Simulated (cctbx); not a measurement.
# Resonant diffraction in Ni9S13

Space group C2/m (no. 12), a = 12.7730 Å, b = 3.7700 Å, c = 20.3700 Å, α = 90.00°, β = 99.83°, γ = 90.00°.

```csv
atom,mult.,x,y,z,Ueq (Å²)
Ni1,4,0.0035,0,0.6640,0.0135
Ni2,4,0.0642,0,0.8757,0.0132
Ni3,4,0.2516,0,0.5912,0.0149
Ni4,4,0.3493,0,0.9525,0.0164
Ni5,2,0,1/2,1/2,0.0234
S1,4,0.8774,0,0.5436,0.0213
S2,4,0.1167,1/2,0.6160,0.0270
S3,4,0.8934,1/2,0.6966,0.0309
S4,4,0.9365,1/2,0.8477,0.0195
S5,4,0.2042,1/2,0.9293,0.0278
S6,4,0.1182,0,0.7672,0.0224
S7,2,0,0,0,0.0226
```

The model was made for the exercise: a known structure type with other elements put in, its volume estimated, not relaxed; displacement parameters are assumed.

Calculated with cctbx: free-atom f′ and f″ from the Sasaki tables, no fine structure; amplitudes in electrons.

| E (eV) | F 0 0 4 | F 2 0 0 | F 2 0 4 | F 1 1 1 |
| --- | --- | --- | --- | --- |
| 7733 | 118.1 | 132.4 | 65.6 | 121.7 |
| 8083 | 113.7 | 129.5 | 62.3 | 117.9 |
| 8213 | 109.8 | 127.0 | 59.4 | 114.6 |
| 8273 | 106.0 | 124.5 | 56.5 | 111.5 |
| 8303 | 102.1 | 122.0 | 53.6 | 108.2 |
| 8318 | 98.2 | 119.4 | 50.6 | 104.9 |
| 8325 | 94.7 | 117.1 | 47.9 | 101.9 |
| 8329 | 90.9 | 114.7 | 45.0 | 98.7 |
| 8337 | 92.2 | 115.0 | 46.8 | 99.6 |
| 8341 | 96.5 | 117.8 | 49.9 | 103.2 |
| 8348 | 100.3 | 120.3 | 52.7 | 106.4 |
| 8363 | 104.4 | 123.0 | 55.7 | 109.9 |
| 8393 | 108.5 | 125.7 | 58.8 | 113.4 |
| 8483 | 113.9 | 129.2 | 62.8 | 117.9 |
| 8733 | 119.7 | 133.0 | 67.2 | 122.8 |

**Question.** Which edge is crossed, and why do the reflections move as they do?

The K edge of Ni. The edge is at 8333 eV. f′ of Ni falls from -3.9 e at 8213 eV to -7.5 e at 4 eV below it, and f″ steps from 0.48 to 3.91 e across it. Over that approach |F| changes by -17 % (0 0 4), -10 % (2 0 0), -24 % (2 0 4) and -14 % (1 1 1): a reflection falls where Ni scatters in phase with the total and rises where it scatters against it; it hardly moves where the Ni term is small or cancels by symmetry. Above the edge the larger f″ enters the imaginary part, where it can add to or cancel the other atoms' f″. The structure is centrosymmetric, so Friedel mates stay equal.

[Logs are printed without paths, hosts, clocks, repeated set-up lines and the standing remarks that a program may print on its own settings, such as how far it seeks lower states.]
